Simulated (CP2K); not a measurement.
Consider 2-pyridone at its PBE geometry (Å).

```xyz
12

O     2.6601    0.3534    0.0955
C     1.4259    0.2458    0.0495
C     0.4504    1.3177    0.0322
C    -0.8980    1.0684   -0.0156
C    -1.4096   -0.2602   -0.0511
C    -0.5140   -1.2961   -0.0360
N     0.8265   -1.0442    0.0090
H     0.8483    2.3296    0.0620
H    -1.5974    1.9054   -0.0263
H    -2.4765   -0.4607   -0.0878
H    -0.8080   -2.3442   -0.0572
H     1.4923   -1.8150    0.0257
```

Method: CP2K XAS_TDP, all-electron GAPW, PBEh(45%), aug-cc-pVDZ, TDA, GW2X-corrected core level, no relativity.

**Question.** Predict the bright core excitations at the C K edge.

Leading lines: C2 289.61 eV, C3 286.58 eV, C4 286.92 eV, C5 287.50 eV and C6 287.77 eV. The leading line of an atom is its first one with 35 % of the strongest within 2.5 eV of its lowest line over the strength cut. Core ionisation energies at this level: C4 292.87, C5 292.17, C6 293.80, C2 295.17 and C3 292.04 eV.

The first six lines of each atom with a strength over 0.0015:

```tsv
atom	energy (eV)	states	strength, one atom	above the computed threshold
C2 (bonded to C, N and O)	289.61	1	0.0617	
	291.71	1	0.0071	
	294.72	1	0.0034	
	295.70	2	0.0234	yes
	296.15	1	0.0123	yes
	296.34	2	0.0021	yes
C3 (bonded to 2 C and H)	286.58	1	0.0391	
	289.42	1	0.0049	
	290.19	1	0.0074	
	290.82	1	0.0043	
	291.56	1	0.0033	
	291.70	1	0.0022	
C4 (bonded to 2 C and H)	286.92	1	0.0521	
	290.34	1	0.0040	
	290.68	1	0.0114	
	291.63	1	0.0028	
	292.33	1	0.0025	
	292.45	1	0.0032	
C5 (bonded to 2 C and H)	287.50	1	0.0299	
	288.62	1	0.0184	
	289.89	1	0.0097	
	291.17	1	0.0017	
	291.64	2	0.0046	
	292.80	2	0.0059	yes
C6 (bonded to C, N and H)	287.77	1	0.0558	
	291.18	1	0.0147	
	291.38	1	0.0023	
	292.73	1	0.0031	
	293.14	1	0.0040	
	293.24	1	0.0024
```

Lines are vertical, at one geometry, with no vibrational structure. GW2X ionisation energies and lines can be off by 1 to 2 eV either way, and a good line position may hide errors that cancel. These values hold no scalar relativity, about 0.1 eV for C 1s. Rydberg lines, and the discretised continuum above threshold, depend on the basis and the box.

[Banner, clock and machine lines of the logs are left out without a mark of their own.]

[Logs are printed without paths, hosts, clocks, repeated set-up lines and the standing remarks that a program may print on its own settings, such as how far it seeks lower states.]

[Hosts, paths, dates, database ids (printed as entryN), source tags and the programs' standing remarks are cut or masked in the printed files.]
